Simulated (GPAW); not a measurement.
## Optical response of LiCl

Wanted: where LiCl starts to absorb, how strongly, and its refractive index. The cell comes from an older database entry, whose edges can differ from later determinations, mostly by under a per cent.

Program: GPAW 26.7.0. Level of theory: DFT, PBE, plane-wave PAW (GPAW data sets), scalar-relativistic, RPA, optical limit. Results are calculated unless marked as measured.

The database entry behind the starting cell differs from later determinations by our own check (0.1 to 0.3 % short, probably kX units), so it need not match the best structure at ambient conditions.

### Step 1. The starting structure

The structure is cubic, space group Fm-3m (No. 225). The conventional cell has a = 5.130 Å, b = 5.130 Å, c = 5.130 Å, α = 90.00°, β = 90.00°, γ = 90.00°. Nearest to Cl lie 6 Li at 2.56 Å. Nearest to Li lie 6 Cl at 2.56 Å. Farther neighbours and most contacts between anions are not listed.

As a file:

```xyz
2
Lattice="0.0000 2.5648 2.5648 2.5648 0.0000 2.5648 2.5648 2.5648 0.0000" Properties=species:S:1:pos:R:3 pbc="T T T"
Cl    2.5648    2.5648    2.5648
Li    0.0000    0.0000    0.0000
```

### Step 2. Dielectric function, RPA

Local fields let the induced charge screen the field inside the cell, which as a rule lowers ε, most along directions where the density is uneven.

df.py reads:

```python
from gpaw.response.df import DielectricFunction

df = DielectricFunction('full.gpw', frequencies={'type': 'nonlinear', 'domega0': 0.03, 'omega2': 8},
                        ecut=50,
                        eta=0.15,
                        nbands=22,
                        txt='df.txt')
for direction in ['x']:
    df.get_dielectric_function(xc='RPA', direction=direction, filename=f'df_{direction}.csv')
```

Launch:

```console
$ OMP_NUM_THREADS=1 python df.py
```

Numbers of over 12 decimals in the logs are rounded to 6 here.

The log of the run:

```text
Using integrator: PointIntegrator
NonLinearFrequencyDescriptor(from 0.000 to 50.231 eV, 466 points)
Nonperiodic BCs:  [False False False]
Using integrator: PointIntegrator
NonLinearFrequencyDescriptor(from 0.000 to 50.231 eV, 466 points)
Nonperiodic BCs:  [False False False]

Calculating chi0 body with:
    Ground state adapter containing:
    Number of spins: 1
    Number of kpoints: 1728
    Number of irreducible kpoints: 72
    Number of completely occupied states: 4
    Number of partially occupied states: 4

    Linear response parametrization:
    q_c: [0.0, 0.0, 0.0]
    Number of frequency points: 466
    Planewave cutoff: 50.0
    Number of bands: 22
    Number of planewaves: 27
    Broadening (eta): 0.15

Integrating chi0 body.

Symmetries of q_c:
    Direct symmetries (Uq -> q): 48
    Indirect symmetries (TUq -> q): 0
In total 48 allowed symmetries.

72 groups of equivalent kpoints. 95.833333% reduction.

Integral kind: spectral function

Calculating chi0 optical extensions with:
    Ground state adapter containing:
    Number of spins: 1
    Number of kpoints: 1728
    Number of irreducible kpoints: 72
    Number of completely occupied states: 4
    Number of partially occupied states: 4

    Linear response parametrization:
    Number of frequency points: 466
    Planewave cutoff: 50.0
    Number of bands: 22
    Number of planewaves: 27
    Broadening (eta): 0.15
Integrating chi0 head and wings.

Symmetries of q_c:
    Direct symmetries (Uq -> q): 48
    Indirect symmetries (TUq -> q): 0
In total 48 allowed symmetries.

72 groups of equivalent kpoints. 95.833333% reduction.

Integral kind: spectral function wings
```

Wall time 3.5 s (1 thread of Intel Xeon 6975P-C (Granite Rapids), shared host); peak memory 0.19 GiB.

Numbers from this step:

* electronic dielectric constant ε∞, mean over x, y and z (by symmetry where fewer were run): 2.730
* main peak of Im epsilon, first axis: 8.692 eV

Some rows of df_x.csv (energy; Re and Im without local fields; Re and Im with them):

```text
0.000000, 3.222390, 0.000000, 2.730087, 0.000000
0.429336, 3.226757, 0.003062, 2.733322, 0.002268
0.878195, 3.240798, 0.006357, 2.743725, 0.004711
1.347938, 3.266340, 0.010022, 2.762658, 0.007432
1.840057, 3.305978, 0.014255, 2.792065, 0.010582
2.356191, 3.363490, 0.019357, 2.834791, 0.014394
2.898142, 3.444560, 0.025821, 2.895148, 0.019251
3.467895, 3.558165, 0.034512, 2.980009, 0.025837
4.067647, 3.719457, 0.047123, 3.101133, 0.035514
4.699832, 3.956669, 0.067481, 3.280856, 0.051442
5.367152, 4.331601, 0.106729, 3.569513, 0.083150
6.072622, 5.032504, 0.226930, 4.128132, 0.187355
6.819608, 6.356993, 1.135637, 5.150178, 1.014727
7.611886, 5.568337, 3.951774, 4.265461, 3.460770
8.453705, 5.733039, 4.350857, 3.775210, 3.335249
9.349861, 2.501638, 4.539241, 1.167832, 3.130238
10.305790, 1.027985, 6.320998, 1.448687, 2.920694
11.327680, -0.675933, 4.513790, 1.000849, 2.596680
12.422601, -2.057188, 2.988316, 0.516991, 3.138387
13.598673, -1.350617, 1.270969, -0.806320, 2.141015
```

The Im ε, E ∥ x has structure finer than the step of the table below, so its rows give means over 0.5 eV, whole bins alone (the curve runs from 0 to 14.0 eV). Peaks (eV: height): 8.03: 3.80, 8.70: 4.19, 10.95: 3.31, 11.94: 3.23.

Values under the direct gap are tails of Lorentzian lines. Im ε, E ∥ x against photon energy; means over each step:

```csv
photon energy (eV),"Im ε, E ∥ x"
0.5,0.00265
1.0,0.00541
1.5,0.00838
2.0,0.0117
2.5,0.0156
3.0,0.0203
3.5,0.0264
4.0,0.0344
4.5,0.0457
5.0,0.0634
5.5,0.0949
6.0,0.177
6.5,0.542
7.0,1.57
7.5,3.26
8.0,3.43
8.5,3.50
9.0,3.92
9.5,2.96
10.0,3.13
10.5,2.92
11.0,3.06
11.5,2.69
12.0,3.05
12.5,3.07
13.0,2.73
13.5,2.36
```

Table of Re ε, E ∥ x by photon energy:

photon energy (eV), Re ε, E ∥ x and a bar from the least value:
```
      0.0       2.73 #################
      0.5       2.73 #################
      1.0       2.75 #################
      1.5       2.77 #################
      2.0       2.80 #################
      2.5       2.85 ##################
      3.0       2.91 ##################
      3.5       2.99 ##################
      4.0       3.09 ###################
      4.5       3.22 ###################
      5.0       3.39 ####################
      5.5       3.65 #####################
      6.0       4.05 #######################
      6.5       4.72 ###########################
      7.0       5.43 ##############################
      7.5       4.63 ##########################
      8.0       3.50 #####################
      8.5       3.71 ######################
      9.0       2.27 ###############
      9.5       1.64 ############
     10.0       1.71 ############
     10.5       1.40 ###########
     11.0       0.99 #########
     11.5       1.13 #########
     12.0       0.77 #######
     12.5       0.36 ######
     13.0      -0.09 ###
     13.5      -0.79
```

The reflectivity at normal incidence, E ∥ x has structure finer than the step of the table below, so its rows give means over 0.5 eV, whole bins alone (the curve runs from 0 to 14.0 eV). Peaks (eV: height): 7.32: 19.5, 9.15: 21.1, 11.03: 19.7.

Table of reflectivity at normal incidence, E ∥ x by photon energy; means over each step:

photon energy (eV), reflectivity at normal incidence, E ∥ x (%) and a bar from the least value:
```
      0.5        6.1 
      1.0        6.1 
      1.5        6.2 
      2.0        6.4 
      2.5        6.6 #
      3.0        6.8 #
      3.5        7.1 #
      4.0        7.5 ##
      4.5        8.1 ###
      5.0        8.8 ###
      5.5        9.8 #####
      6.0       11.4 #######
      6.5       13.8 ##########
      7.0       17.0 ##############
      7.5       19.2 ################
      8.0       18.0 ###############
      8.5       18.3 ###############
      9.0       20.3 ##################
      9.5       16.3 #############
     10.0       17.0 ##############
     10.5       16.3 #############
     11.0       18.2 ###############
     11.5       16.0 ############
     12.0       19.1 ################
     12.5       22.1 ####################
     13.0       23.9 ######################
     13.5       30.0 ##############################
```

The Im ε, E ∥ x has structure finer than the step of the table below, so its rows give means over 0.5 eV, whole bins alone (the curve runs from 0 to 14.0 eV). Peaks (eV: height): without local fields 8.03: 4.59, 9.09: 6.10, 9.96: 7.17; with local fields 8.03: 3.80, 8.70: 4.19, 10.95: 3.31, 11.94: 3.23.

Values under the direct gap are tails of Lorentzian lines. Im ε, E ∥ x against photon energy; means over each step:

```csv
photon energy (eV),without local fields,with local fields
0.5,0.00358,0.00265
1.0,0.00729,0.00541
1.5,0.0113,0.00838
2.0,0.0158,0.0117
2.5,0.0210,0.0156
3.0,0.0273,0.0203
3.5,0.0352,0.0264
4.0,0.0456,0.0344
4.5,0.0602,0.0457
5.0,0.0824,0.0634
5.5,0.121,0.0949
6.0,0.214,0.177
6.5,0.610,0.542
7.0,1.80,1.57
7.5,3.76,3.26
8.0,4.09,3.43
8.5,4.65,3.50
9.0,5.81,3.92
9.5,5.07,2.96
10.0,6.87,3.13
10.5,6.36,2.92
11.0,5.30,3.06
11.5,4.59,2.69
12.0,3.95,3.05
12.5,2.78,3.07
13.0,2.10,2.73
13.5,1.38,2.36
```

The refractive index n and extinction k by photon energy:

```csv
photon energy (eV),n,k
0.0,1.65,0
0.5,1.65,8.0e-4
1.0,1.66,0.00163
1.5,1.66,0.00251
2.0,1.67,0.00349
2.5,1.69,0.00462
3.0,1.71,0.00595
3.5,1.73,0.00760
4.0,1.76,0.00974
4.5,1.79,0.0127
5.0,1.84,0.0171
5.5,1.91,0.0244
6.0,2.01,0.0413
6.5,2.18,0.121
7.0,2.35,0.317
7.5,2.28,0.741
8.0,2.08,0.904
8.5,2.10,0.848
9.0,1.84,1.06
9.5,1.55,0.868
10.0,1.64,0.983
10.5,1.52,0.957
11.0,1.48,1.10
11.5,1.42,0.940
12.0,1.42,1.12
12.5,1.33,1.19
13.0,1.14,1.17
13.5,0.920,1.28
```

Optical constants at common wavelengths, from n + ik = √ε:

```csv
wavelength (nm),n,k,R (%),1/α
1550,1.66,0.001,6.1,95 µm
633,1.67,0.003,6.3,15 µm
450,1.70,0.005,6.7,6.8 µm
405,1.71,0.006,6.8,5.3 µm
308,1.76,0.010,7.6,2.5 µm
248,1.84,0.017,8.8,1.2 µm
193,2.15,0.098,13.4,156 nm
```

Below the direct gap, k and the depth come from the tails of the Lorentzian lines, not from transitions.

Rows near the edge hang on the gap, which this functional as a rule makes too small, and phonon-assisted absorption is left out.

### Step 3. Summary of results

| Property | Result |
| --- | --- |
| electronic dielectric constant ε∞, mean over x, y and z (by symmetry where fewer were run) (RPA) | 2.73 |
| main peak of Im epsilon, first axis | 8.69 eV |

**Reading.** At this level (PBE, RPA) LiCl has ε∞ = 2.73 and n = 1.66 at 1550 nm, and Im ε peaks at 8.7 eV. Local fields change the static value along x from 3.22 to 2.73 (-15 %). Distinct maxima of Im ε, read by a parabola through the highest points, lie at 8.02 eV (3.8), 8.69 eV (4.2), 10.04 eV (3.2) and 10.94 eV (3.3). Excitons and phonon-assisted transitions are missing; PBE gaps are as a rule too small, which pulls the onset down and ε∞ up. The sum runs over mesh points, so small or evenly spaced maxima can still be ripples of the mesh.

[Machine, clock and banner lines and Python warnings are left out of the logs.]

[Logs are printed without paths, hosts, clocks, repeated set-up lines and the standing remarks that a program may print on its own settings, such as how far it seeks lower states.]

[Hosts, paths, dates, database ids (printed as entryN), source tags and the programs' standing remarks are cut or masked in the printed files.]
